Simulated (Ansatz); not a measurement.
# LuCd (Pm-3m): Grüneisen parameters

Does LuCd (Pm-3m) expand much on heating, by its phonons?

Main program and level: Ansatz 0.2.0; DFT PBEsol, scalar-relativistic, plane waves, PAW; PAW set soft_1.

## (1) Set-up

Symmetry: Pm-3m, No. 221, cubic system. Conventional cell: a = 3.608 Å, b = 3.608 Å, c = 3.608 Å, α = 90.00°, β = 90.00°, γ = 90.00°. Nearest to Lu lie 8 Cd at 3.12 Å. Cd has 8 Lu at 3.12 Å nearest. Farther neighbours are not listed.

Coordinates:

```cif
data_structure
_symmetry_space_group_name_H-M 'Pm-3m'
_symmetry_Int_Tables_number 221
_cell_length_a 3.6082
_cell_length_b 3.6082
_cell_length_c 3.6082
_cell_angle_alpha 90.000
_cell_angle_beta 90.000
_cell_angle_gamma 90.000
_cell_volume 46.97
loop_
_atom_site_label
_atom_site_type_symbol
_atom_site_symmetry_multiplicity
_atom_site_Wyckoff_symbol
_atom_site_fract_x
_atom_site_fract_y
_atom_site_fract_z
_atom_site_occupancy
Lu1 Lu 1 b 0.50000 0.50000 0.50000 1
Cd1 Cd 1 a 0.00000 0.00000 0.00000 1
```

## (2) Response at finite wavevector

The cell comes from relaxations at this level that are not shown. Stability and thermal properties need the whole zone. Linear response on a 4×4×4 q mesh gives force constants as far as a supercell of that size would.

Contents of input.yaml:

```yaml
crystal:
  lattice:
    - [3.608155642, 0.0, 0.0]
    - [0.0, 3.608155642, 0.0]
    - [0.0, 0.0, 3.608155642]
  atoms:
    - { symbol: Lu, position: [0.5, 0.5, 0.5] }
    - { symbol: Cd, position: [0.0, 0.0, 0.0] }
kpoints:
  mp_grid: { grid: [12, 12, 12] }
hamiltonian:
  xc: pbesol
  pseudopotentials: { kind: paw, azcp: { folder: soft_1 }, xc_functional: pbe }
scf:
  occupations: { method: methfessel_paxton, width: 0.2 }
output:
  eigenvalues: true
phonons:
  method: dfpt
  qmesh: [4, 4, 4]
  temperatures: { t_max: 1000, t_step: 50 }
  qpath:
    path:
      - [[0.0, 0.0, 0.0], [0.0, 0.5, 0.0], [0.5, 0.5, 0.0], [0.0, 0.0, 0.0], [0.5, 0.5, 0.5], [0.0, 0.5, 0.0]]
      - [[0.5, 0.5, 0.5], [0.5, 0.5, 0.0]]
    npoints: 10
```

Launch:

```console
$ ansatz run input.yaml --threads 4 --pin off --max-ram 10240MiB --backend cpu --events-out ev --progress --plain --runs-dir out
```

Numbers of over 12 decimals in the logs are rounded to 6 here.

Output:

```text
Engine: ansatz 0.2.0, aarch64-unknown-linux-gnu
Pseudopotentials: kind: paw
Pseudopotential: Lu, paw, valence charge 25, recommended cutoff 420 eV (normal), soft_1/Lu.paw.azcp
Pseudopotential: Cd, paw, valence charge 20, recommended cutoff 420 eV (normal), soft_1/Cd.paw.azcp
Functional definition: PBEsol
  exchange = pbesol_x
  correlation = pbesol_c
Crystal: 2 atoms, lattice volume = 46.974 Å³
Basis set: ecut = 420 eV, 925 PW (Γ), exchange–correlation on 50×50×50 points (8 copies of the dense FFT grid, shifted against one another)
Bands: 27, of which v1, the nominal top of the filled ones, is band 23 counted from 1 (22 counted from 0)
Symmetry: 48 space group operations
k-points: 84 of 1728
Non-local potential: Lu, projectors of the file, l = 0: 3, l = 1: 2, l = 2: 2, l = 3: 3
Non-local potential: Cd, projectors of the file, l = 0: 3, l = 1: 2, l = 2: 2, l = 3: 1
PAW form: soft (Blöchl's): semilocal exchange-correlation on the pseudo side does not see the compensation charge
PAW frozen core: Lu, regenerated for the run's functional, and the local potential with it (the file was generated under x = pbe(κ = 0.804, μ = 0.219515), c = pbe(β = 0.066725))
PAW frozen core: Cd, regenerated for the run's functional, and the local potential with it (the file was generated under x = pbe(κ = 0.804, μ = 0.219515), c = pbe(β = 0.066725))
PAW one-centre angular grid: Lu, 590 points (default); XC on 64 Gauss nodes
PAW one-centre angular grid: Cd, 590 points (default); XC on 64 Gauss nodes
Initial density: superposition of atomic densities (chi_scale 0.1, normalization cell, long waves kept (reshape's long-wave potential 0.00 eV rms))
Initial wavefunctions: pseudopotential atomic-orbital guess
Functional: x = pbesol(κ = 0.804, μ = 0.123457), c = pbesol(β = 0.046)
SCF iter   1: F=—  HF=-22798.098143 eV  |F-HF|=—  |Δ(HF+E_count)|=         —  Δρ=8.50e-2  dr2=4.44e0  ethr=3.10e-3  ⟨swp⟩=5.2  Hψ=11217  notcnv=0
preconditioner: auto → Kerker (q_TF=auto, 2.709 Å⁻¹)  [metal: Δε(μ)=0.010 eV  Ē_g=12.199 eV  σ=0.200 eV  W_gap=0.04  n_scr=18 (ndim 8)  ℏωp=32.1 eV  f_vac=0.000  D(μ)=3.26/eV (n_scr^D=32)]
SCF iter   2: F=—  HF=-22797.052913 eV  |F-HF|=—  |Δ(HF+E_count)|=    1.05e0  S|Δr|=    0.00e0  Δρ=2.56e-2  dr2=5.13e-1  ethr=3.10e-3  ⟨swp⟩=3.2  Hψ=5516  notcnv=0
SCF iter   3: F=—  HF=-22796.901531 eV  |F-HF|=—  |Δ(HF+E_count)|=   1.51e-1  S|Δr|=    0.00e0  Δρ=1.62e-2  dr2=1.70e-1  ethr=1.14e-3  ⟨swp⟩=2.6  Hψ=4974  notcnv=0
SCF iter   4: F=—  HF=-22796.848503 eV  |F-HF|=—  |Δ(HF+E_count)|=   5.30e-2  S|Δr|=    0.00e0  Δρ=7.74e-3  dr2=3.13e-2  ethr=3.78e-4  ⟨swp⟩=3.1  Hψ=4802  notcnv=0
SCF iter   5: F=—  HF=-22796.838258 eV  |F-HF|=—  |Δ(HF+E_count)|=   1.02e-2  S|Δr|=    0.00e0  Δρ=3.18e-3  dr2=3.14e-3  ethr=6.95e-5  ⟨swp⟩=2.6  Hψ=5476  notcnv=0
SCF iter   6: F=—  HF=-22796.838634 eV  |F-HF|=—  |Δ(HF+E_count)|=   3.75e-4  S|Δr|=    0.00e0  Δρ=5.75e-4  dr2=1.53e-4  ethr=6.97e-6  ⟨swp⟩=2.5  Hψ=4092  notcnv=0
SCF iter   7: F=—  HF=-22796.838608 eV  |F-HF|=—  |Δ(HF+E_count)|=   2.55e-5  S|Δr|=    0.00e0  Δρ=2.07e-4  dr2=1.32e-5  ethr=3.40e-7  ⟨swp⟩=3.1  Hψ=5158  notcnv=0
SCF iter   8: F=—  HF=-22796.838592 eV  |F-HF|=—  |Δ(HF+E_count)|=   1.65e-5  S|Δr|=    0.00e0  Δρ=5.66e-5  dr2=1.06e-6  ethr=2.93e-8  ⟨swp⟩=2.7  Hψ=4454  notcnv=0
SCF iter   9: F=—  HF=-22796.838618 eV  |F-HF|=—  |Δ(HF+E_count)|=   2.63e-5  S|Δr|=    0.00e0  Δρ=1.40e-5  dr2=5.58e-8  ethr=2.36e-9  ⟨swp⟩=3.2  Hψ=5429  notcnv=0
SCF iter  10: F=—  HF=-22796.838618 eV  |F-HF|=—  |Δ(HF+E_count)|=   9.69e-9  S|Δr|=    0.00e0  Δρ=3.45e-6  dr2=3.93e-9  ethr=1.24e-10  ⟨swp⟩=2.3  Hψ=4070  notcnv=0
SCF iter  11: F=—  HF=-22796.838618 eV  |F-HF|=—  |Δ(HF+E_count)|=  2.18e-10  S|Δr|=    0.00e0  Δρ=9.37e-7  dr2=3.39e-10  ethr=8.74e-12  ⟨swp⟩=2.6  Hψ=4650  notcnv=0
SCF iter  12: F=—  HF=-22796.838618 eV  |F-HF|=—  |Δ(HF+E_count)|=  3.64e-11  S|Δr|=    0.00e0  Δρ=3.44e-7  dr2=4.12e-11  ethr=1.00e-12  ⟨swp⟩=2.5  Hψ=4383  notcnv=0
SCF iter  13: F=-22796.838618 eV  HF=-22796.838618 eV  |F-HF|=0.00e0  |Δ(HF+E_count)|=    0.00e0  S|Δr|=    0.00e0  Δρ=5.18e-8  dr2=1.26e-12  ethr=1.00e-12  ⟨swp⟩=8.9  Hψ=16633  notcnv=0
SCF 1 converged in 13 iterations: F = -22796.838618 eV  dr2 = 1.26e-12
  greatest PAW one-centre occupation: 1.000 electrons in one spin orbital (limit 2), on the Cd atom at site 1 (counted from 0), in its partial waves of l = 0
phonons: the bands overlap, so this run is a metal and interpolates without the dipole-dipole term. If the crystal is really an insulator or semiconductor, its LO-TO splitting is missing
NSCF: frozen V_eff on 84 k-points
NSCF: frozen V_eff on 196 k-points
DFPT response loops at q = (0, 0, 0) (fractional): preconditioner auto → Kerker (q_TF=auto, 2.709 Å⁻¹) (partly filled bands, converged f_vac=0.000); β = 1.00, the filter's whole step (`scf.mixing.beta` (0.50) is not read by the response loops under this deck's `scf.mixing.preconditioner`; to damp them name `kerker` or `kerker_dos`, under which they read `scf.mixing.beta`, and type it under 1.00, their step now; both keys bind the ground state too); Broyden in place of MSR1
NSCF: frozen V_eff on 1176 k-points
DFPT response loops at q = (0, 0, 0.25) (fractional): mixed as the last ones told, above
NSCF: frozen V_eff on 686 k-points
DFPT response loops at q = (0, 0, -0.5) (fractional): mixed as the last ones told, above
NSCF: frozen V_eff on 2016 k-points
DFPT response loops at q = (0, 0.25, 0.25) (fractional): mixed as the last ones told, above
NSCF: frozen V_eff on 1176 k-points
DFPT response loops at q = (0, 0.25, -0.5) (fractional): mixed as the last ones told, above
NSCF: frozen V_eff on 686 k-points
DFPT response loops at q = (0, -0.5, -0.5) (fractional): mixed as the last ones told, above
NSCF: frozen V_eff on 1872 k-points
DFPT response loops at q = (0.25, 0.25, 0.25) (fractional): mixed as the last ones told, above
NSCF: frozen V_eff on 2016 k-points
DFPT response loops at q = (0.25, 0.25, -0.5) (fractional): mixed as the last ones told, above
NSCF: frozen V_eff on 1176 k-points
DFPT response loops at q = (0.25, -0.5, -0.5) (fractional): mixed as the last ones told, above
NSCF: frozen V_eff on 392 k-points
DFPT response loops at q = (-0.5, -0.5, -0.5) (fractional): mixed as the last ones told, above
SCF converged after 13 iterations
Stability not checked: this state was not tested for a lower state beside it, because cold or Methfessel-Paxton smearing, or corrected tetrahedra, fill the levels in a way that the test cannot read (fill_not_monotonic; see scf.lower_state_search)
Free energy (F): -22796.838618 eV
Harris-Foulkes:  -22796.838618 eV  (|F-HF|=0.00e0)
Internal energy: -22796.839035 eV  (E = F + TS)
E sigma→0 (E₀):  -22796.838722 eV
Entropy (-TS):   0.000417 eV (0.208 meV/atom)
Fermi energy:    15.320838 eV
--- Per-component energies (eV) ---
  E_band       = -349.890502
  E_kinetic    = 859.119376
  E_local      = -9449.413159  (includes V_loc(G=0)·N_el)
  E_nonlocal   = 804.867919
  E_hartree    = 4079.946414
  E_xc         = -363.298780
  E_vxc        = -449.763511  (∫ρ·V_xc dr)
  E_paw        = -11326.217914  (= ΣΔE_a)
  E_vpaw       = -274.594348  (= ΣTr[D̂ρ^β])
  E_aug_tail   = 0.000326  (compensation charges beyond the density's cutoff)
  E_ewald      = -7403.377062
  E_core_change = 1.533845  (= ΣΔE_core)
  E_smearing   = 0.000417  (= −TS)
  E_closure    = 0.000000  (closes the sum)
  Σ components = -22796.838618   (vs F -22796.838618, Δ=0.00e0)
--- Band table (eV; the first three rows and the last of 84) ---
  k-point 0: bands = [... 19 lower, 9.9579, 9.9744, 15.5599, 15.5599, 19.7795, 19.7795, 19.7795, 19.9950]
  k-point 1: bands = [... 19 lower, 9.9598, 9.9754, 15.4997, 15.5659, 19.0113, 19.0113, 19.6025, 19.7723]
  k-point 2: bands = [... 19 lower, 9.9652, 9.9782, 15.1831, 15.5826, 18.2528, 18.2528, 19.0705, 19.7525]
  k-point 83: bands = [... 19 lower, 9.9795, 13.4660, 13.4660, 13.4660, 15.8332, 19.9907, 19.9907, 19.9907]
--- Phonons (Γ-DFPT): 2 representative perturbations + reference (Σ response iterations 6) ---
  ASR residual: 6.797e-5 → 0.000e0 eV/Å²; symmetrization residual: 1.467e-5 eV/Å²
  ASR residual per site (eV/Å²): 6.80e-5 7.60e-6
  Γ frequencies (cm⁻¹): 0.00 0.00 0.00 117.26 117.26 117.26
--- Phonons (arbitrary-q DFPT): 10 irreducible q on the 4×4×4 mesh ---
  q = [0.0000, 0.0000, 0.0000] (star 1, of the zone-centre solve; hermiticity 8.48e-6, symmetrization 6.71e-12): -0.00 -0.00 0.00 117.26 117.26 117.26
  q = [0.0000, 0.0000, 0.2500] (star 6, 4 solved perturbations in 1848 linear systems a pass and spin channel, the states on 588 of 1728 k-point pairs; hermiticity 4.83e-6, symmetrization 3.82e-12): 49.02 49.02 62.45 109.43 109.43 114.97
  q = [0.0000, 0.0000, -0.5000] (star 3, 4 solved perturbations in 1078 linear systems a pass and spin channel, the states on 343 of 1728 k-point pairs; hermiticity 1.04e-13, symmetrization 6.67e-12): 80.49 80.49 93.59 94.89 94.89 106.14
  q = [0.0000, 0.2500, 0.2500] (star 12, 4 solved perturbations in 3108 linear systems a pass and spin channel, the states on 1008 of 1728 k-point pairs; hermiticity 5.38e-6, symmetrization 3.49e-13): 32.22 60.32 88.88 97.33 102.96 125.16
  q = [0.0000, 0.2500, -0.5000] (star 12, 6 solved perturbations on 588 of 1728 k-point pairs; hermiticity 3.04e-6, symmetrization 1.08e-13): 52.73 62.87 71.51 94.97 116.01 122.43
  q = [0.0000, -0.5000, -0.5000] (star 3, 4 solved perturbations in 1078 linear systems a pass and spin channel, the states on 343 of 1728 k-point pairs; hermiticity 1.01e-5, symmetrization 2.27e-12): 33.76 33.76 60.68 94.91 134.15 134.15
  q = [0.2500, 0.2500, 0.2500] (star 8, 2 solved perturbations on 936 of 1728 k-point pairs; hermiticity 2.45e-6, symmetrization 8.30e-12): 59.32 59.32 68.39 108.54 116.75 116.75
  q = [0.2500, 0.2500, -0.5000] (star 12, 4 solved perturbations in 3108 linear systems a pass and spin channel, the states on 1008 of 1728 k-point pairs; hermiticity 2.68e-6, symmetrization 4.66e-12): 41.84 63.10 90.93 96.68 115.27 121.96
  q = [0.2500, -0.5000, -0.5000] (star 6, 4 solved perturbations in 1848 linear systems a pass and spin channel, the states on 588 of 1728 k-point pairs; hermiticity 8.08e-6, symmetrization 1.30e-12): 57.37 57.37 87.22 97.46 119.37 119.37
  q = [-0.5000, -0.5000, -0.5000] (star 1, 2 solved perturbations on 196 of 1728 k-point pairs; hermiticity 3.28e-13, symmetrization 4.89e-12): 86.98 86.98 86.98 95.70 95.70 95.70
  sum rule: each row above includes the acoustic sum rule's correction from the zone centre's row sums; it moved no ω² by more than (0.33 cm⁻¹)²
  mesh force constants: q→R imaginary residual 3.27e-18; ASR residual 6.797e-5 → 0.000e0 eV/Å²; symmetrization residual 5.329e-15 eV/Å²
  interpolated dispersion: 62 rows × 6 modes
  density of states and harmonic sums: on the 20×20×20 q-mesh, interpolated from the force constants of a 4×4×4 supercell (no non-analytic term)
  largest difference from the sums on the solved wave vectors: F 1.48e-2 eV, S 1.88e-5 and C_V 4.01e-6 eV/K
  zero-point energy: 0.032145 eV/cell   skipped modes (ω ≤ 0): 3   left out of the sums: 6.25e-5 of the cell's modes: C_V's classical limit lies that fraction below 3 k_B per atom; for a crystal, a wire or a layer, F and S can be off by more, and a phonons.interpolated_qmesh denser along its periods is the remedy for the sampling
```

Wall time 9.7 min (4 threads of Arm Neoverse V2, shared host); peak memory 3.2 GiB.

Reading the cycles: dr2 is the Hartree energy of the density residual (eV), the measure of convergence; HF is the Harris–Foulkes estimate of the energy, which meets the free energy F at convergence.

Numbers from this step:

- volume per atom: 23.49 Å³
- gap on the k-mesh: 0 eV
- sum-rule residual before enforcement: 6.80e-5 eV/Å²
- lowest frequency on the path: 0 cm⁻¹
- point group: m-3m
- highest frequency on the path or at a solved wavevector: 134.2 cm⁻¹
- mean frequency: 86.4 cm⁻¹
- Debye temperature (second moment): 169 K
- logarithmic mean frequency: 80.8 cm⁻¹
- highest optical mode at the zone centre (no LO-TO term): 117.3 cm⁻¹
- lowest optical zone-centre mode: 117.3 cm⁻¹
- lowest mode on the q mesh (acoustic modes at Γ apart): 32.22 cm⁻¹
- zero-point energy per atom: 16.07 meV
- heat capacity at 300 K: 24.55 J/(mol atoms K)
- vibrational entropy at 300 K: 48.80 J/(mol atoms K)

Frequencies (cm⁻¹) solved at each irreducible wavevector; negative means imaginary. Frequencies by wavevector, by row:

```csv
q in reciprocal lattice units,star,mode 1,mode 2,mode 3,mode 4,mode 5,mode 6
0 0 0,1,0,0,0,117.3,117.3,117.3
0 0 0.25,6,49,49,62.5,109.4,109.4,115
0 0 -0.5,3,80.5,80.5,93.6,94.9,94.9,106.1
0 0.25 0.25,12,32.2,60.3,88.9,97.3,103,125.2
0 0.25 -0.5,12,52.7,62.9,71.5,95,116,122.4
0 -0.5 -0.5,3,33.8,33.8,60.7,94.9,134.2,134.2
0.25 0.25 0.25,8,59.3,59.3,68.4,108.5,116.8,116.8
0.25 0.25 -0.5,12,41.8,63.1,90.9,96.7,115.3,122
0.25 -0.5 -0.5,6,57.4,57.4,87.2,97.5,119.4,119.4
-0.5 -0.5 -0.5,1,87,87,87,95.7,95.7,95.7
```

Symmetry leaves 10 wavevectors to solve. The lowest mode among them, the acoustic zeros apart, lies at q = (0, 0.25, 0.25) and is real, 32.2 cm⁻¹.

## (3) Relaxing at another volume, volume ratio 0.97

The volume is scaled by 0.97 and held; symmetry leaves nothing to relax, so this is a single point. The modes can then be followed against volume.

input.yaml, the sections that differ from step 2:

```yaml
crystal:
  lattice:
    - [3.5717071334, 0.0, 0.0]
    - [0.0, 3.5717071334, 0.0]
    - [0.0, 0.0, 3.5717071334]
  atoms:
    - { symbol: Lu, position: [0.5, 0.5, 0.5] }
    - { symbol: Cd, position: [0.0, 0.0, 0.0] }
output:
  forces: true
  stress: true
  eigenvalues: true
# kpoints, hamiltonian, scf: as in step 2
# phonons: removed
```

Output:

```text
[...]
Crystal: 2 atoms, lattice volume = 45.565 Å³
Basis set: ecut = 420 eV, 895 PW (Γ), exchange–correlation on 48×48×48 points (8 copies of the dense FFT grid, shifted against one another)
Bands: 27, of which v1, the nominal top of the filled ones, is band 23 counted from 1 (22 counted from 0)
Symmetry: 48 space group operations
[...]
k-points: 84 of 1728
[...]
--- Band table (eV; the first three rows and the last of 84) ---
  k-point 0: bands = [... 19 lower, 10.5809, 10.5987, 16.0973, 16.0973, 20.4602, 20.4602, 20.4602, 20.6784]
  k-point 1: bands = [... 19 lower, 10.5829, 10.5998, 16.0403, 16.1018, 19.6610, 19.6610, 20.2892, 20.4517]
  k-point 2: bands = [... 19 lower, 10.5888, 10.6029, 15.7329, 16.1141, 18.8729, 18.8729, 19.7502, 20.4286]
  k-point 83: bands = [... 19 lower, 10.6045, 13.9291, 13.9291, 13.9291, 16.4940, 20.7298, 20.7298, 20.7298]
[key lines of the parts left out:]
SCF converged after 10 iterations
Free energy (F): -22796.828847 eV
Fermi energy:    15.868500 eV
P = ⅓ Tr σ = 2.2847 GPa (22.847 kbar)
```

Wall time 1.7 s (4 threads); peak memory 0.39 GiB.

Numbers from this step:

| Quantity | Value |
| --- | --- |
| pressure | 2.285 GPa |
| volume per atom | 22.78 Å³ |

The run ends at a pressure of 2.28 GPa.

## (4) Phonons at the other volume, volume ratio 0.97

The phonons are repeated at this volume on the same k and q meshes.

input.yaml: that of step 3 with these lines changed.

```diff
@@ -16,4 +16,11 @@
 output:
-  forces: true
-  stress: true
   eigenvalues: true
+phonons:
+  method: dfpt
+  qmesh: [4, 4, 4]
+  temperatures: { t_max: 1000, t_step: 50 }
+  qpath:
+    path:
+      - [[0.0, 0.0, 0.0], [0.0, 0.5, 0.0], [0.5, 0.5, 0.0], [0.0, 0.0, 0.0], [0.5, 0.5, 0.5], [0.0, 0.5, 0.0]]
+      - [[0.5, 0.5, 0.5], [0.5, 0.5, 0.0]]
+    npoints: 10
```

Output:

```text
[...]
Crystal: 2 atoms, lattice volume = 45.565 Å³
Basis set: ecut = 420 eV, 895 PW (Γ), exchange–correlation on 48×48×48 points (8 copies of the dense FFT grid, shifted against one another)
Bands: 27, of which v1, the nominal top of the filled ones, is band 23 counted from 1 (22 counted from 0)
Symmetry: 48 space group operations
k-points: 84 of 1728
[...]
SCF iter   1: F=—  HF=-22798.137242 eV  |F-HF|=—  |Δ(HF+E_count)|=         —  Δρ=8.83e-2  dr2=4.64e0  ethr=3.10e-3  ⟨swp⟩=5.2  Hψ=11229  notcnv=0
[...]
SCF iter  13: F=-22796.828847 eV  HF=-22796.828847 eV  |F-HF|=3.64e-12  |Δ(HF+E_count)|=    0.00e0  S|Δr|=    0.00e0  Δρ=5.06e-8  dr2=1.39e-12  ethr=1.00e-12  ⟨swp⟩=9.1  Hψ=16946  notcnv=0
the search or the solves at the SCF's close seem to have found levels that the self-consistency loop had missed (the run counts 1). By its estimate they hold under 1e-12 electrons; where the run keeps them, the occupations were computed again with them
SCF 1 converged in 13 iterations: F = -22796.828847 eV  dr2 = 1.39e-12
[...]
NSCF: frozen V_eff on 84 k-points
WARN: eigensolver did not converge (k=60): 1 band(s) unlocked after 20 sweeps at ethr=1.37e-12 eV (storage-precision floor; scheduled 1.00e-12 eV) (lowest unlocked band 26, counted from 0; max residual 1.55e-5 eV among the unlocked bands, 1.55e-5 eV over every band; other slots of this pass that fall short are told together in one closing line; warning suppressed until the next SCF loop or pass starts)
[...]
SCF converged after 13 iterations
[...]
Free energy (F): -22796.828847 eV
[...]
Internal energy: -22796.829179 eV  (E = F + TS)
E sigma→0 (E₀):  -22796.828930 eV
Entropy (-TS):   0.000333 eV (0.166 meV/atom)
Fermi energy:    15.868503 eV
[...]
--- Band table (eV; the first three rows and the last of 84) ---
  k-point 0: bands = [... 19 lower, 10.5809, 10.5988, 16.0973, 16.0973, 20.4602, 20.4602, 20.4602, 20.6784]
  k-point 1: bands = [... 19 lower, 10.5830, 10.5999, 16.0403, 16.1018, 19.6610, 19.6610, 20.2892, 20.4517]
  k-point 2: bands = [... 19 lower, 10.5889, 10.6030, 15.7329, 16.1141, 18.8729, 18.8729, 19.7502, 20.4286]
  k-point 83: bands = [... 19 lower, 10.6045, 13.9291, 13.9291, 13.9291, 16.4940, 20.7298, 20.7298, 20.7298]
[...]
ASR residual: 4.440e-5 → 0.000e0 eV/Å²; symmetrization residual: 1.333e-5 eV/Å²
  ASR residual per site (eV/Å²): 4.44e-5 1.27e-5
  Γ frequencies (cm⁻¹): 0.00 0.00 0.00 124.05 124.05 124.05
--- Phonons (arbitrary-q DFPT): 10 irreducible q on the 4×4×4 mesh ---
[...]
interpolated dispersion: 62 rows × 6 modes
[...]
```

Elapsed: 8 min, on 4 threads; peak memory 3.1 GiB; 31 min of CPU time.

Numbers from this step:

```yaml
sum_rule_residual_before_enforcement: 4.44e-5 eV/Å²
highest_frequency_on_the_path_or_at_a_solved_wavevector: 141.9 cm⁻¹
mean_frequency: 90.6 cm⁻¹
debye_temperature_second_moment: 178 K
logarithmic_mean_frequency: 84.3 cm⁻¹
highest_optical_mode_at_the_zone_centre_no_lo_to_term: 124.0 cm⁻¹
lowest_optical_zone_centre_mode: 124.0 cm⁻¹
lowest_mode_on_the_q_mesh_acoustic_modes_at_gamma_apart: 31.52 cm⁻¹
zero_point_energy_per_atom: 16.86 meV
heat_capacity_at_300_k: 24.51 J/(mol atoms K)
vibrational_entropy_at_300_k: 47.75 J/(mol atoms K)
```

Frequencies (cm⁻¹) solved at each irreducible wavevector; negative means imaginary. Frequencies by wavevector, by row:

```csv
q in reciprocal lattice units,star,mode 1,mode 2,mode 3,mode 4,mode 5,mode 6
0 0 0,1,0,0,0,124,124,124
0 0 0.25,6,51,51,65.7,115.7,115.7,121.3
0 0 -0.5,3,84.2,84.2,98.3,100,100,111.2
0 0.25 0.25,12,32.2,62.8,92.9,102.8,108.7,132.3
0 0.25 -0.5,12,53.8,64.7,74.7,100.1,122.6,129.4
0 -0.5 -0.5,3,31.5,31.5,63.3,100.1,141.9,141.9
0.25 0.25 0.25,8,61.6,61.6,70.5,114.5,123.2,123.2
0.25 0.25 -0.5,12,41.8,65.1,95.6,101.7,121.8,129
0.25 -0.5 -0.5,6,59.1,59.1,91.5,102.5,126.5,126.5
-0.5 -0.5 -0.5,1,91.8,91.8,91.8,101.6,101.6,101.6
```

The highest optical mode at the zone centre (no LO-TO term) is 124.0 cm⁻¹, +6.8 cm⁻¹ against the base run.

[end of part 1 of 2]

[Logs are printed without paths, hosts, clocks, repeated set-up lines and the standing remarks that a program may print on its own settings, such as how far it seeks lower states.]

[Hosts, paths, dates, database ids (printed as entryN), source tags and the programs' standing remarks are cut or masked in the printed files.]
